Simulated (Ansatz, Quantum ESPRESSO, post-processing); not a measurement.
# Conductance against width: vacuum gaps between two Li(100) faces, part 2 of 2

How fast does transmission decay with width? The series: vacuum gaps between two Li(100) faces.

Quantum ESPRESSO 7.5; plane-wave DFT, LDA, GBRV ultrasoft pseudopotentials; cross-check by Ansatz 0.2.0 with PAW datasets.

So far. Step 9 (The open system, 7 Å): T goes from 0.0887 to 0.0237, a factor of 3.7. Step 10 (The same in Ansatz, 7 Å): Ansatz finds T = 0.0236 against pwcond's 0.0237.

## Step 11: Self-consistent run, 8 Å

Level of this step: plane-wave DFT, LDA, GBRV ultrasoft pseudopotentials (Quantum ESPRESSO 7.5).

j3.scf.in

```
&control
  prefix = 'j3.scf'
  outdir = './out'
  pseudo_dir = './pseudo'
  calculation = 'scf'
  tprnfor = .true.
/
&system
  ibrav = 0
  nat = 16
  ntyp = 1
  ecutwfc = 40
  ecutrho = 200
  occupations = 'smearing'
  smearing = 'mv'
  degauss = 0.01
/
&electrons
  conv_thr = 1e-07
  mixing_beta = 0.25
  electron_maxstep = 120
  mixing_mode = 'local-TF'
/
ATOMIC_SPECIES
  Li  6.9400  li_lda_v1.4.uspp.F.UPF
CELL_PARAMETERS angstrom
  3.44000000000000 0.00000000000000 0.00000000000000
  0.00000000000000 3.44000000000000 0.00000000000000
  0.00000000000000 0.00000000000000 33.80000000000000
ATOMIC_POSITIONS crystal
  Li  0.000000000000 0.000000000000 0.000000000000
  Li  0.500000000000 0.500000000000 0.050887573964
  Li  0.000000000000 0.000000000000 0.101775147929
  Li  0.500000000000 0.500000000000 0.152662721893
  Li  0.000000000000 0.000000000000 0.203550295858
  Li  0.500000000000 0.500000000000 0.254437869822
  Li  0.000000000000 0.000000000000 0.305325443787
  Li  0.500000000000 0.500000000000 0.356213017751
  Li  0.000000000000 0.000000000000 0.592899408284
  Li  0.500000000000 0.500000000000 0.643786982249
  Li  0.000000000000 0.000000000000 0.694674556213
  Li  0.500000000000 0.500000000000 0.745562130178
  Li  0.000000000000 0.000000000000 0.796449704142
  Li  0.500000000000 0.500000000000 0.847337278107
  Li  0.000000000000 0.000000000000 0.898224852071
  Li  0.500000000000 0.500000000000 0.949112426036
K_POINTS automatic
  7 7 1 0 0 0
```

Started as:

```bash
> OMP_NUM_THREADS=1 mpirun -n 4 pw.x -nk 2 -in j3.scf.in > j3.scf.out
```

Elapsed: 39 s, on 4 MPI ranks of Arm Neoverse V2, shared host; peak memory 0.49 GiB.

Numbers from this step:

- free energy: -3110.9515 eV
- Fermi energy: 0.1607 eV

## Step 12: The open system, 8 Å

j3.cond.in

```
&inputcond
  outdir = './out'
  prefixt = 'j3.scf'
  tran_file = 'j3.cond.dat'
  bdl = 2.0000000000
  bds = 9.8255813953
  ikind = 1
  ewind = 4.0
  epsproj = 1e-05
  nz1 = 7
  energy0 = 0.4
  denergy = -0.4
/
15
  0.00000000 0.00000000 0.01562500
  0.00000000 0.12500000 0.06250000
  0.00000000 0.25000000 0.06250000
  0.00000000 0.37500000 0.06250000
  0.00000000 0.50000000 0.03125000
  0.12500000 0.12500000 0.06250000
  0.12500000 0.25000000 0.12500000
  0.12500000 0.37500000 0.12500000
  0.12500000 0.50000000 0.06250000
  0.25000000 0.25000000 0.06250000
  0.25000000 0.37500000 0.12500000
  0.25000000 0.50000000 0.06250000
  0.37500000 0.37500000 0.06250000
  0.37500000 0.50000000 0.06250000
  0.50000000 0.50000000 0.01562500
3
```

Started as:

```bash
> OMP_NUM_THREADS=1 mpirun -n 4 pwcond.x -in j3.cond.in > j3.cond.out
```

Wall time 25 s (4 MPI ranks); peak memory 0.23 GiB.

This step gave:

| Item | Value |
| --- | --- |
| transmission at the Fermi level, one spin | 0.004920 |
| conductance | 0.004920 G₀ |

Per spin; mean over the k mesh across the current. Table of transmission, zone mean by energy, zero at the Fermi level:

```
energy (eV)  transmission, zone mean
     -0.400                  0.00194
      0.000                  0.00492
      0.400                   0.0114
```

T goes from 0.0237 to 0.00492, a factor of 4.8.

## Step 13: The same in Ansatz, 8 Å

Level of this step: plane-wave DFT, LDA, Ansatz PAW (Ansatz 0.2.0).

input.yaml

```yaml
crystal:
  lattice:
    - [3.44, 0.0, 0.0]
    - [0.0, 3.44, 0.0]
    - [0.0, 0.0, 33.8]
  atoms:
    - { symbol: Li, position: [0.0, 0.0, 0.0] }
    - { symbol: Li, position: [0.5, 0.5, 0.050887574] }
    - { symbol: Li, position: [0.0, 0.0, 0.1017751479] }
    - { symbol: Li, position: [0.5, 0.5, 0.1526627219] }
    - { symbol: Li, position: [0.0, 0.0, 0.2035502959] }
    - { symbol: Li, position: [0.5, 0.5, 0.2544378698] }
    - { symbol: Li, position: [0.0, 0.0, 0.3053254438] }
    - { symbol: Li, position: [0.5, 0.5, 0.3562130178] }
    - { symbol: Li, position: [0.0, 0.0, 0.5928994083] }
    - { symbol: Li, position: [0.5, 0.5, 0.6437869822] }
    - { symbol: Li, position: [0.0, 0.0, 0.6946745562] }
    - { symbol: Li, position: [0.5, 0.5, 0.7455621302] }
    - { symbol: Li, position: [0.0, 0.0, 0.7964497041] }
    - { symbol: Li, position: [0.5, 0.5, 0.8473372781] }
    - { symbol: Li, position: [0.0, 0.0, 0.8982248521] }
    - { symbol: Li, position: [0.5, 0.5, 0.949112426] }
kpoints:
  mp_grid: { grid: [7, 7, 1] }
hamiltonian:
  xc: lda
scf:
  occupations: { method: fermi_dirac, width: 0.1 }
  convergence: { dr2_threshold: 1.0e-08 }
output:
  transmission: { leads: [[0, 2]], e_range: [-0.4, 0.4], de: 0.4, kmesh: [8, 8] }
  write_potential: true
  write_density: true
  volumetric_format: npy
```

Started as:

```bash
> ansatz run input.yaml --threads 4 --pin off --max-ram 8192MiB --backend cpu --events-out ev --progress --plain --runs-dir out
```

The job ended after 13 s (4 threads; peak memory 0.79 GiB; 43 s of CPU time).

Read from the output:

```
free energy                               : -3225.4747 eV
energy at zero smearing                   : -3225.3265 eV
smearing term TS                          : 0.2964 eV
Fermi energy                              : 0.2360 eV
transmission at the Fermi level, one spin : 0.004982
```

Per spin; mean over the k mesh across the current. The transmission, zone mean by energy, zero at the Fermi level:

```
energy (eV)  transmission, zone mean
     -0.400                  0.00196
      0.000                  0.00498
      0.400                   0.0116
```

Ansatz finds T = 0.00498 against pwcond's 0.00492.

## Step 14: Self-consistent run, 9 Å

Level of this step: plane-wave DFT, LDA, GBRV ultrasoft pseudopotentials (Quantum ESPRESSO 7.5).

j4.scf.in

```
&control
  prefix = 'j4.scf'
  outdir = './out'
  pseudo_dir = './pseudo'
  calculation = 'scf'
  tprnfor = .true.
/
&system
  ibrav = 0
  nat = 16
  ntyp = 1
  ecutwfc = 40
  ecutrho = 200
  occupations = 'smearing'
  smearing = 'mv'
  degauss = 0.01
/
&electrons
  conv_thr = 1e-07
  mixing_beta = 0.25
  electron_maxstep = 120
  mixing_mode = 'local-TF'
/
ATOMIC_SPECIES
  Li  6.9400  li_lda_v1.4.uspp.F.UPF
CELL_PARAMETERS angstrom
  3.44000000000000 0.00000000000000 0.00000000000000
  0.00000000000000 3.44000000000000 0.00000000000000
  0.00000000000000 0.00000000000000 34.80000000000000
ATOMIC_POSITIONS crystal
  Li  0.000000000000 0.000000000000 0.000000000000
  Li  0.500000000000 0.500000000000 0.049425287356
  Li  0.000000000000 0.000000000000 0.098850574713
  Li  0.500000000000 0.500000000000 0.148275862069
  Li  0.000000000000 0.000000000000 0.197701149425
  Li  0.500000000000 0.500000000000 0.247126436782
  Li  0.000000000000 0.000000000000 0.296551724138
  Li  0.500000000000 0.500000000000 0.345977011494
  Li  0.000000000000 0.000000000000 0.604597701149
  Li  0.500000000000 0.500000000000 0.654022988506
  Li  0.000000000000 0.000000000000 0.703448275862
  Li  0.500000000000 0.500000000000 0.752873563218
  Li  0.000000000000 0.000000000000 0.802298850575
  Li  0.500000000000 0.500000000000 0.851724137931
  Li  0.000000000000 0.000000000000 0.901149425287
  Li  0.500000000000 0.500000000000 0.950574712644
K_POINTS automatic
  7 7 1 0 0 0
```

Started as:

```bash
> OMP_NUM_THREADS=1 mpirun -n 4 pw.x -nk 2 -in j4.scf.in > j4.scf.out
```

Run time: 48 s. Hardware: 4 MPI ranks; peak memory 0.5 GiB; 3.2 min of CPU time.

Read from the output:

- free energy: -3110.9512 eV
- Fermi energy: 0.0668 eV

## Step 15: The open system, 9 Å

j4.cond.in is the input of step 12 with these lines changed:

```diff
@@ -2,6 +2,6 @@
   outdir = './out'
-  prefixt = 'j3.scf'
-  tran_file = 'j3.cond.dat'
+  prefixt = 'j4.scf'
+  tran_file = 'j4.cond.dat'
   bdl = 2.0000000000
-  bds = 9.8255813953
+  bds = 10.1162790698
   ikind = 1
```

Started as:

```bash
> OMP_NUM_THREADS=1 mpirun -n 4 pwcond.x -in j4.cond.in > j4.cond.out
```

The job ended after 25 s (4 MPI ranks; peak memory 0.23 GiB).

Numbers from this step:

```
transmission at the Fermi level, one spin : 9.20e-4
conductance                               : 9.20e-4 G₀
```

Per spin; mean over the k mesh across the current. Table of transmission, zone mean by energy, zero at the Fermi level:

```
energy (eV)  transmission, zone mean
     -0.400                   3.2e-4
      0.000                   9.2e-4
      0.400                  0.00241
```

T goes from 0.00492 to 9.2e-4, a factor of 5.3.

## Step 16: Cross-check with Ansatz, 9 Å

Level of this step: plane-wave DFT, LDA, Ansatz PAW (Ansatz 0.2.0).

input.yaml

```yaml
crystal:
  lattice:
    - [3.44, 0.0, 0.0]
    - [0.0, 3.44, 0.0]
    - [0.0, 0.0, 34.8]
  atoms:
    - { symbol: Li, position: [0.0, 0.0, 0.0] }
    - { symbol: Li, position: [0.5, 0.5, 0.0494252874] }
    - { symbol: Li, position: [0.0, 0.0, 0.0988505747] }
    - { symbol: Li, position: [0.5, 0.5, 0.1482758621] }
    - { symbol: Li, position: [0.0, 0.0, 0.1977011494] }
    - { symbol: Li, position: [0.5, 0.5, 0.2471264368] }
    - { symbol: Li, position: [0.0, 0.0, 0.2965517241] }
    - { symbol: Li, position: [0.5, 0.5, 0.3459770115] }
    - { symbol: Li, position: [0.0, 0.0, 0.6045977011] }
    - { symbol: Li, position: [0.5, 0.5, 0.6540229885] }
    - { symbol: Li, position: [0.0, 0.0, 0.7034482759] }
    - { symbol: Li, position: [0.5, 0.5, 0.7528735632] }
    - { symbol: Li, position: [0.0, 0.0, 0.8022988506] }
    - { symbol: Li, position: [0.5, 0.5, 0.8517241379] }
    - { symbol: Li, position: [0.0, 0.0, 0.9011494253] }
    - { symbol: Li, position: [0.5, 0.5, 0.9505747126] }
kpoints:
  mp_grid: { grid: [7, 7, 1] }
hamiltonian:
  xc: lda
scf:
  occupations: { method: fermi_dirac, width: 0.1 }
  convergence: { dr2_threshold: 1.0e-08 }
output:
  transmission: { leads: [[0, 2]], e_range: [-0.4, 0.4], de: 0.4, kmesh: [8, 8] }
  write_potential: true
  write_density: true
  volumetric_format: npy
  elf: true
```

Started as:

```bash
> ansatz run input.yaml --threads 4 --pin off --max-ram 8192MiB --backend cpu --events-out ev --progress --plain --runs-dir out
```

Elapsed: 14 s, on 4 threads; peak memory 0.84 GiB; 46 s of CPU time.

Read from the output:

```
free energy                               : -3225.4742 eV
energy at zero smearing                   : -3225.3263 eV
smearing term TS                          : 0.2958 eV
Fermi energy                              : 0.1408 eV
transmission at the Fermi level, one spin : 9.35e-4
```

Per spin; mean over the k mesh across the current. Table of transmission, zone mean by energy, zero at the Fermi level:

```
energy (eV)  transmission, zone mean
     -0.400                   3.3e-4
      0.000                   9.4e-4
      0.400                  0.00246
```

Ansatz finds T = 9.4e-4 against pwcond's 9.2e-4.

## Step 17: The series side by side

All levels:

```
level  T by pwcond  T by Ansatz  lead channels  CPU time (s)
  5 Å       0.2416       0.2421          1.203         216.2
  6 Å      0.08872      0.08893          1.203         240.6
  7 Å      0.02373      0.02357          1.203         265.5
  8 Å      0.00492     0.004982          1.203         254.9
  9 Å      9.20e-4      9.35e-4          1.203         291.8
```

## Step 18: A check by hand

For the narrowest barrier, the Landauer sum over the mesh, Σ w T = 0.1250 × 0.427 + 0.0625 × 0.804 + 0.0625 × 0.722 + … = 0.2416.

G = 0.242 × 77.48 µS = 18.7 µS a cell. Times the area of 11.834 Å², the resistance-area product is A/G = 6.32 fΩ m², the leads' contact resistance included.

Free electrons at 1 an atom (4 atoms in 81.4 Å³) have k_F = 1.133 1/Å and offer A k_F²/4π = 1.21 channels per spin; the lead has 1.20 on this mesh.

κ = ln(T₁/T₂)/(2Δd) = ln(0.00492/0.0009203)/(2 × 1 Å) = 0.84 1/Å.

## Step 19: Summary of results

| Quantity | Value |
| --- | --- |
| conductance a cell at 5 Å | 0.242 G₀ |
| conductance a cell at 6 Å | 0.0887 G₀ |
| conductance a cell at 7 Å | 0.0237 G₀ |
| conductance a cell at 8 Å | 0.00492 G₀ |
| conductance a cell at 9 Å | 9.2e-4 G₀ |
| fall of ln T per Å over the last interval | 1.68 |

The conductance goes from 0.242 G₀ at 5 Å to 9.2e-4 G₀ at 9 Å (LDA, GBRV ultrasoft). Interval by interval ln T falls by 1.00, 1.32, 1.57 and 1.68 per Å. The last interval gives κ = 0.84 1/Å in T ∝ exp(−2κd), an apparent barrier of (κ/0.512)² = 2.7 eV. Ansatz follows the series within a factor of 1.02. Points with over 2.5 times the mean carry up to 80 % of T, so the means lean on few points, and the mesh was not tested. The geometries are as built, not relaxed, and the leads are short. Semilocal functionals lack the image potential in a vacuum gap.

[Logs are printed without paths, hosts, clocks, repeated set-up lines and the standing remarks that a program may print on its own settings, such as how far it seeks lower states.]

[Hosts, paths, dates, database ids (printed as entryN), source tags and the programs' standing remarks are cut or masked in the printed files.]

[Maps of the electrostatic potential energy from Ansatz leave out the sawtooth potential of an applied field or a dipole correction, so their vacuum need not be flat; planar profiles and work functions include it.]
